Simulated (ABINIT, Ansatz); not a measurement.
# Hf (Hafnium): from the cell to the phonon bands, part 3 of 4

How does Hf (Hafnium) vibrate, and is this structure a minimum?

ABINIT 10.8.3; DFT PBE, scalar-relativistic, plane waves, PseudoDojo norm-conserving pseudopotentials.

So far. Step 4 (Ground state): The cell stands at -0.57 GPa: the relaxation ran with a smoothed and higher cutoff, and the difference is a stress of the finite basis. Step 5 (Linear response at Γ): The acoustic modes at Γ come out as far as 2.5 cm⁻¹ from zero, where they should vanish, a small numerical error. The relaxed cell has a = 3.205, c = 5.074 Å (conventional setting).

### 7. Interpolated phonon bands

anaddb transforms the dynamical matrices to force constants and back along the path; points of the mesh come back as solved, but for the sum rule and, in polar crystals, the LO-TO term at Γ; the rest is interpolation.

File anaddb.abi:

```
ddb_filepath "all_DDB"
output_file "anaddb.abo"
outdata_prefix "anaddb"
ifcflag 1
ngqpt 3 3 2
nqshft 1
q1shft 0.0 0.0 0.0
asr 1
chneut 0
dipdip 0
dipquad 0
quadquad 0
enunit 0
eivec 0
nph1l 93
qph1l 
    0.0 0.0 0.0 1.0
    0.05 0.0 0.0 1.0
    0.1 0.0 0.0 1.0
    0.15 0.0 0.0 1.0
    0.2 0.0 0.0 1.0
    0.25 0.0 0.0 1.0
    0.3 0.0 0.0 1.0
    0.35 0.0 0.0 1.0
    0.4 0.0 0.0 1.0
    0.45 0.0 0.0 1.0
    0.5 0.0 0.0 1.0
    0.48333333 0.03333333 0.0 1.0
    0.46666667 0.06666667 0.0 1.0
    0.45 0.1 0.0 1.0
    0.43333333 0.13333333 0.0 1.0
    0.41666667 0.16666667 0.0 1.0
    0.4 0.2 0.0 1.0
    0.38333333 0.23333333 0.0 1.0
    0.36666667 0.26666667 0.0 1.0
    0.35 0.3 0.0 1.0
    0.33333333 0.33333333 0.0 1.0
    0.3 0.3 0.0 1.0
    0.26666667 0.26666667 0.0 1.0
    0.23333333 0.23333333 0.0 1.0
    0.2 0.2 0.0 1.0
    0.16666667 0.16666667 0.0 1.0
    0.13333333 0.13333333 0.0 1.0
    0.1 0.1 0.0 1.0
    0.06666667 0.06666667 0.0 1.0
    0.03333333 0.03333333 0.0 1.0
    0.0 0.0 0.0 1.0
    0.0 0.0 0.05 1.0
    0.0 0.0 0.1 1.0
    0.0 0.0 0.15 1.0
    0.0 0.0 0.2 1.0
    0.0 0.0 0.25 1.0
    0.0 0.0 0.3 1.0
    0.0 0.0 0.35 1.0
    0.0 0.0 0.4 1.0
    0.0 0.0 0.45 1.0
    0.0 0.0 0.5 1.0
    0.05 0.0 0.5 1.0
    0.1 0.0 0.5 1.0
    0.15 0.0 0.5 1.0
    0.2 0.0 0.5 1.0
    0.25 0.0 0.5 1.0
    0.3 0.0 0.5 1.0
    0.35 0.0 0.5 1.0
    0.4 0.0 0.5 1.0
    0.45 0.0 0.5 1.0
    0.5 0.0 0.5 1.0
    0.48333333 0.03333333 0.5 1.0
    0.46666667 0.06666667 0.5 1.0
    0.45 0.1 0.5 1.0
    0.43333333 0.13333333 0.5 1.0
    0.41666667 0.16666667 0.5 1.0
    0.4 0.2 0.5 1.0
    0.38333333 0.23333333 0.5 1.0
    0.36666667 0.26666667 0.5 1.0
    0.35 0.3 0.5 1.0
    0.33333333 0.33333333 0.5 1.0
    0.3 0.3 0.5 1.0
    0.26666667 0.26666667 0.5 1.0
    0.23333333 0.23333333 0.5 1.0
    0.2 0.2 0.5 1.0
    0.16666667 0.16666667 0.5 1.0
    0.13333333 0.13333333 0.5 1.0
    0.1 0.1 0.5 1.0
    0.06666667 0.06666667 0.5 1.0
    0.03333333 0.03333333 0.5 1.0
    0.0 0.0 0.5 1.0
    0.5 0.0 0.5 1.0
    0.5 0.0 0.45 1.0
    0.5 0.0 0.4 1.0
    0.5 0.0 0.35 1.0
    0.5 0.0 0.3 1.0
    0.5 0.0 0.25 1.0
    0.5 0.0 0.2 1.0
    0.5 0.0 0.15 1.0
    0.5 0.0 0.1 1.0
    0.5 0.0 0.05 1.0
    0.5 0.0 0.0 1.0
    0.33333333 0.33333333 0.5 1.0
    0.33333333 0.33333333 0.45 1.0
    0.33333333 0.33333333 0.4 1.0
    0.33333333 0.33333333 0.35 1.0
    0.33333333 0.33333333 0.3 1.0
    0.33333333 0.33333333 0.25 1.0
    0.33333333 0.33333333 0.2 1.0
    0.33333333 0.33333333 0.15 1.0
    0.33333333 0.33333333 0.1 1.0
    0.33333333 0.33333333 0.05 1.0
    0.33333333 0.33333333 0.0 1.0
```

File mrgddb.in:

```
all_DDB
merged
6
dfpt_gammao_DDB
dfpt_qo_DS1_DDB
dfpt_qo_DS2_DDB
dfpt_qo_DS3_DDB
dfpt_qo_DS4_DDB
dfpt_qo_DS5_DDB
```

The run is started by

```bash
mrgddb < mrgddb.in > mrgddb.log
OMP_NUM_THREADS=1 anaddb anaddb.abi > anaddb.log
```

anaddb.abo, the main output file:

```text
[banners, grids, parts of the stress and lines that vanish by symmetry left out]
-outvars_anaddb: echo values of input variables ----------------------

 Flags :
[...]
Phonon wavevector (reduced coordinates) :  0.00000  0.00000  0.00000
 Phonon energies in Hartree :
[...]
Phonon frequencies in cm-1    :
-  0.000000E+00  0.000000E+00  0.000000E+00  7.787617E+01  7.787617E+01
-  1.024630E+02
[...]
Phonon wavevector (reduced coordinates) :  0.05000  0.00000  0.00000
 Phonon energies in Hartree :
[...]
Phonon frequencies in cm-1    :
-  1.034747E+01  1.184323E+01  1.915217E+01  7.914451E+01  8.030241E+01
-  1.030087E+02
[...]
Phonon wavevector (reduced coordinates) :  0.10000  0.00000  0.00000
 Phonon energies in Hartree :
[...]
Phonon frequencies in cm-1    :
-  2.061244E+01  2.304533E+01  3.796423E+01  8.277051E+01  8.686298E+01
-  1.045189E+02
[...]
Phonon wavevector (reduced coordinates) :  0.15000  0.00000  0.00000
 Phonon energies in Hartree :
[...]
Phonon frequencies in cm-1    :
-  3.069773E+01  3.303740E+01  5.606671E+01  8.827619E+01  9.593552E+01
-  1.066554E+02
[...]
Phonon wavevector (reduced coordinates) :  0.20000  0.00000  0.00000
 Phonon energies in Hartree :
[...]
Phonon frequencies in cm-1    :
-  4.047823E+01  4.141318E+01  7.306259E+01  9.500195E+01  1.058636E+02
-  1.089711E+02
[...]
Phonon wavevector (reduced coordinates) :  0.25000  0.00000  0.00000
 Phonon energies in Hartree :
[...]
Phonon frequencies in cm-1    :
-  4.799992E+01  4.978766E+01  8.855531E+01  1.022084E+02  1.110261E+02
-  1.153661E+02
  Phonon wavevector (reduced coordinates) :  0.30000  0.00000  0.00000
 Phonon energies in Hartree :
[...]
Phonon frequencies in cm-1    :
-  5.285375E+01  5.840082E+01  1.021793E+02  1.091656E+02  1.124854E+02
-  1.235592E+02
  Phonon wavevector (reduced coordinates) :  0.35000  0.00000  0.00000
 Phonon energies in Hartree :
[...]
Phonon frequencies in cm-1    :
-  5.618761E+01  6.600592E+01  1.131908E+02  1.136170E+02  1.152342E+02
-  1.298687E+02
  Phonon wavevector (reduced coordinates) :  0.40000  0.00000  0.00000
 Phonon energies in Hartree :
[...]
Phonon frequencies in cm-1    :
-  5.828243E+01  7.216542E+01  1.132182E+02  1.199141E+02  1.225898E+02
-  1.339597E+02
  Phonon wavevector (reduced coordinates) :  0.45000  0.00000  0.00000
 Phonon energies in Hartree :
[...]
Phonon frequencies in cm-1    :
-  5.940862E+01  7.629326E+01  1.129010E+02  1.228570E+02  1.287689E+02
-  1.357655E+02
  Phonon wavevector (reduced coordinates) :  0.50000  0.00000  0.00000
 Phonon energies in Hartree :
[...]
Phonon frequencies in cm-1    :
-  5.976046E+01  7.776736E+01  1.127133E+02  1.238600E+02  1.312528E+02
-  1.359668E+02
  Phonon wavevector (reduced coordinates) :  0.48333  0.03333  0.00000
 Phonon energies in Hartree :
[...]
Phonon frequencies in cm-1    :
-  6.074116E+01  7.805406E+01  1.125713E+02  1.228265E+02  1.324180E+02
-  1.356606E+02
  Phonon wavevector (reduced coordinates) :  0.46667  0.06667  0.00000
 Phonon energies in Hartree :
[...]
Phonon frequencies in cm-1    :
-  6.355792E+01  7.890166E+01  1.121451E+02  1.207389E+02  1.347497E+02
-  1.348884E+02
  Phonon wavevector (reduced coordinates) :  0.45000  0.10000  0.00000
 Phonon energies in Hartree :
[...]
Phonon frequencies in cm-1    :
-  6.788648E+01  8.027397E+01  1.114341E+02  1.185157E+02  1.332568E+02
-  1.377090E+02
[...]
Phonon wavevector (reduced coordinates) :  0.10000  0.00000  0.50000
 Phonon energies in Hartree :
[...]
Phonon frequencies in cm-1    :
-  6.112878E+01  6.112878E+01  6.342200E+01  6.342200E+01  1.096050E+02
-  1.096050E+02
  Phonon wavevector (reduced coordinates) :  0.15000  0.00000  0.50000
 Phonon energies in Hartree :
[...]
Phonon frequencies in cm-1    :
-  6.721495E+01  6.721495E+01  7.097751E+01  7.097751E+01  1.140662E+02
-  1.140662E+02
  Phonon wavevector (reduced coordinates) :  0.20000  0.00000  0.50000
 Phonon energies in Hartree :
[...]
Phonon frequencies in cm-1    :
-  7.393587E+01  7.393587E+01  7.830336E+01  7.830336E+01  1.198667E+02
-  1.198667E+02
  Phonon wavevector (reduced coordinates) :  0.25000  0.00000  0.50000
 Phonon energies in Hartree :
[...]
Phonon frequencies in cm-1    :
-  8.044697E+01  8.044697E+01  8.434895E+01  8.434895E+01  1.264460E+02
-  1.264460E+02
  Phonon wavevector (reduced coordinates) :  0.30000  0.00000  0.50000
 Phonon energies in Hartree :
[...]
Phonon frequencies in cm-1    :
-  8.618659E+01  8.618659E+01  8.881160E+01  8.881160E+01  1.330466E+02
-  1.330466E+02
  Phonon wavevector (reduced coordinates) :  0.35000  0.00000  0.50000
 Phonon energies in Hartree :
[...]
Phonon frequencies in cm-1    :
-  9.082436E+01  9.082436E+01  9.182996E+01  9.182996E+01  1.389132E+02
-  1.389132E+02
[...]
Phonon wavevector (reduced coordinates) :  0.33333  0.33333  0.05000
 Phonon energies in Hartree :
[...]
Phonon frequencies in cm-1    :
-  9.610699E+01  9.610699E+01  1.108756E+02  1.108756E+02  1.124982E+02
-  1.500571E+02
  Phonon wavevector (reduced coordinates) :  0.33333  0.33333  0.00000
 Phonon energies in Hartree :
[...]
Phonon frequencies in cm-1    :
-  9.843318E+01  9.843318E+01  1.086270E+02  1.086270E+02  1.121979E+02
-  1.502417E+02
-
```

Run time: 0.53 s. Hardware: 1 thread of Arm Neoverse V1, shared host.

This step gave:

| Quantity | Value |
| --- | --- |
| lowest frequency on the path | 0 cm⁻¹ |

Anaddb. The phonon branches at the labelled points (cm⁻¹):

```tsv
point	branch 1	branch 2	branch 3	branch 4	branch 5	branch 6
Γ	0	0	0	78	78	102
halfway	48	50	89	102	111	115
M	60	78	113	124	131	136
halfway	79	84	109	115	129	143
K	98	98	109	109	112	150
halfway	57	64	86	112	116	119
Γ	0	0	0	78	78	102
halfway	30	30	67	72	72	109
A	55	55	55	55	106	106
halfway	80	80	84	84	126	126
L	95	95	97	97	147	147
halfway	69	69	121	121	145	145
H	56	56	134	134	141	141
halfway	71	71	101	101	130	130
A	55	55	55	55	106	106
jump to L	95	95	97	97	147	147
halfway	72	88	104	117	139	141
M	60	78	113	124	131	136
jump to H	56	56	134	134	141	141
halfway	75	75	119	129	129	146
K	98	98	109	109	112	150
```

The phonon branches as a text plot (rows in cm⁻¹):

```
    147 |          *****                  ****           *     **
    141 |         *                     **    ****       **  **
    135 |      ***      *              *       *  *        ** *
    128 |     * * **    **            *       * ** *        **
    122 |    * ***    ** *                   *      *      ** **
    116 |     *** ***                *      *        *    * *  *
    110 |  ***   ***********    *****      *      *   ** * *    *
    103 |** **      * **  * ****  *                *    * *
     97 |  **       **  *  *             **              *      *
     91 |  *        * ** * **          ***          *    **
     84 | *       **   **   *    *    **   *             * *   *
     78 |*      **      * *  ***      *              *      *
     72 |   *  *  *      *      *    *      *     ***     *   *
     66 |     *          *      **  **       *       **    *
     59 |    * ***         *      ***         ****    **    **
     53 |  * **           *       *                     *
     47 |                 *
     41 | * *              **    *
     34 |  *               *
     28 |  *                *  **
     22 |**                 **
     16 |                    *
      9 |*                   * *
      3 |                     *
         Γ      M    K        Γ   A       L    H       A|L M|H  K
```

All branches are real along the path.

### 8. Density of states

Sums over the zone need many more wavevectors than were solved, so the interpolation is sampled on a dense mesh.

File anaddb.abi:

```
ddb_filepath "all_DDB"
output_file "anaddb.abo"
outdata_prefix "anaddb"
ifcflag 1
ngqpt 3 3 2
nqshft 1
q1shft 0.0 0.0 0.0
asr 1
chneut 0
dipdip 0
dipquad 0
quadquad 0
prtdos 2
ng2qpt 16 16 9
dosdeltae 4.5563e-06
ntemper 11
temperinc 100.0
tempermin 0.0
```

The run is started by

```bash
OMP_NUM_THREADS=1 anaddb anaddb.abi > anaddb.log
```

anaddb.abo, the main output file:

```text
-outvars_anaddb: echo values of input variables ----------------------

 Flags :
     ifcflag         1
 Miscellaneous information :
         asr         1
      chneut         0
 Interatomic Force Constants Inputs :
      dipdip         0
     dipquad         0
    quadquad         0
      ifcana         0
      ifcout         0
 Description of grid 1 :
        brav         1
       ngqpt         3         3         2
      nqshft         1
      q1shft
                     0.00000000E+00  0.00000000E+00  0.00000000E+00
 Phonon DOS information :
   dosdeltae  4.55630000E-06
    dossmear  4.55633525E-06
 Description of grid 2 (Fourier interp. or BZ sampling):
      ng2qpt        16        16         9
      ngrids         4
      q2shft         0.00000000E+00  0.00000000E+00  0.00000000E+00

================================================================================

 read the DDB information and perform some checks

  ==== Info on the Cryst% object ====
 Real(R)+Recip(G) space primitive vectors, cartesian coordinates (Bohr,Bohr^-1):
 R(1)=  6.0558196  0.0000000  0.0000000  G(1)=  0.1651304  0.0953381  0.0000000
 R(2)= -3.0279098  5.2444936  0.0000000  G(2)=  0.0000000  0.1906762  0.0000000
 R(3)=  0.0000000  0.0000000  9.5876524  G(3)=  0.0000000  0.0000000  0.1043008
 Unit cell volume ucvol=  3.0450103E+02 bohr^3
 Angles (23,13,12)=  9.00000000E+01  9.00000000E+01  1.20000000E+02 degrees
 Time-reversal symmetry is present
 Reduced atomic positions [iatom, xred, symbol]:
    1)    0.3333333  0.6666667  0.2500000  Hf
    2)    0.6666667  0.3333333  0.7500000  Hf

 DDB file with 6 blocks has been read.

================================================================================

 Calculation of the interatomic forces

       Homogeneous q point set in the B.Z.
 Grid q points  :       18
  1)   0.00000000E+00  0.00000000E+00  0.00000000E+00
  2)   3.33333333E-01  0.00000000E+00  0.00000000E+00
  3)  -3.33333333E-01  0.00000000E+00  0.00000000E+00
  4)   0.00000000E+00  3.33333333E-01  0.00000000E+00
  5)   3.33333333E-01  3.33333333E-01  0.00000000E+00
  6)  -3.33333333E-01  3.33333333E-01  0.00000000E+00
  7)   0.00000000E+00 -3.33333333E-01  0.00000000E+00
  8)   3.33333333E-01 -3.33333333E-01  0.00000000E+00
  9)  -3.33333333E-01 -3.33333333E-01  0.00000000E+00
 10)   0.00000000E+00  0.00000000E+00  5.00000000E-01
 11)   3.33333333E-01  0.00000000E+00  5.00000000E-01
 12)  -3.33333333E-01  0.00000000E+00  5.00000000E-01
 13)   0.00000000E+00  3.33333333E-01  5.00000000E-01
 14)   3.33333333E-01  3.33333333E-01  5.00000000E-01
 15)  -3.33333333E-01  3.33333333E-01  5.00000000E-01
 16)   0.00000000E+00 -3.33333333E-01  5.00000000E-01
 17)   3.33333333E-01 -3.33333333E-01  5.00000000E-01
 18)  -3.33333333E-01 -3.33333333E-01  5.00000000E-01

 The interatomic forces have been obtained

================================================================================

 Calculation of phonon density of states

 Average speed of sound partial sums:     0.1051084861E-02 (at units)
-                                   =           2.2994 [km/s]

 Debye frequency from partial sums:     0.6089643214E-03 (Ha)
-                                 =     0.4006792754E+01 (THz)
-Debye temperature from partial sums:     0.1922957237E+03 (K)

 Average speed of sound:     0.1026951525E-02 (at units)
-                      =           2.2467 [km/s]

 Debye frequency from DOS:     0.5949822531E-03 (Ha)
-                        =     0.3914795164E+01 (THz)
-Debye temperature from DOS:     0.1878805357E+03 (K)

-
```

The job ended after 0.58 s (1 thread).

Read from the output:

| Quantity | Value |
| --- | --- |
| share of modes beyond 3i cm⁻¹ on the dense interpolated mesh | 0 |
| zero-point energy per atom | 18.59 meV |
| heat capacity at 300 K | 24.43 J/(mol atoms K) |
| vibrational entropy at 300 K | 44.72 J/(mol atoms K) |

The phonon density of states has structure finer than the step of the table below, so its rows give means over 10 cm⁻¹, whole bins alone (the curve runs from -30 to 180 cm⁻¹). Peaks (cm⁻¹: height): 70.0: 0.0942, 111.0: 0.0950, 142.0: 0.0873.

Tetrahedra. The phonon density of states by wavenumber; means over each step:

```tsv
wavenumber (cm⁻¹)	phonon density of states (1/cm⁻¹/cell)
-10	0
0	1.1e-5
10	3.1e-4
20	0.00157
30	0.00405
40	0.00813
50	0.0152
60	0.0373
70	0.0779
80	0.0623
90	0.0478
100	0.0601
110	0.0784
120	0.0656
130	0.0655
140	0.0689
150	0.00760
160	0
```

Harmonic thermodynamic functions per atom, summed over the density of states scaled to three modes an atom; melting is ignored. Thermodynamic functions:

```tsv
T (K)	F_vib (meV/atom)	S (J/mol-atom/K)	C_V (J/mol-atom/K)
0	18.59	0	0
50	17.48	7.09	13.26
100	10.53	19.23	20.88
200	-18.29	34.92	23.82
300	-59.88	44.72	24.43
400	-110.1	51.78	24.66
500	-166.7	57.29	24.76
600	-228.5	61.81	24.82
700	-294.6	65.64	24.85
800	-364.4	68.96	24.87
900	-437.4	71.89	24.89
1000	-513.3	74.51	24.9
```

At 300 K the heat capacity has reached 98 % of the Dulong-Petit value.

(Continued in part 4 of 4.)

[Host names and launcher messages were left out of these logs when they were recorded.]

[Logs are printed without paths, hosts, clocks, repeated set-up lines and the standing remarks that a program may print on its own settings, such as how far it seeks lower states.]

[Hosts, paths, dates, database ids (printed as entryN), source tags and the programs' standing remarks are cut or masked in the printed files.]
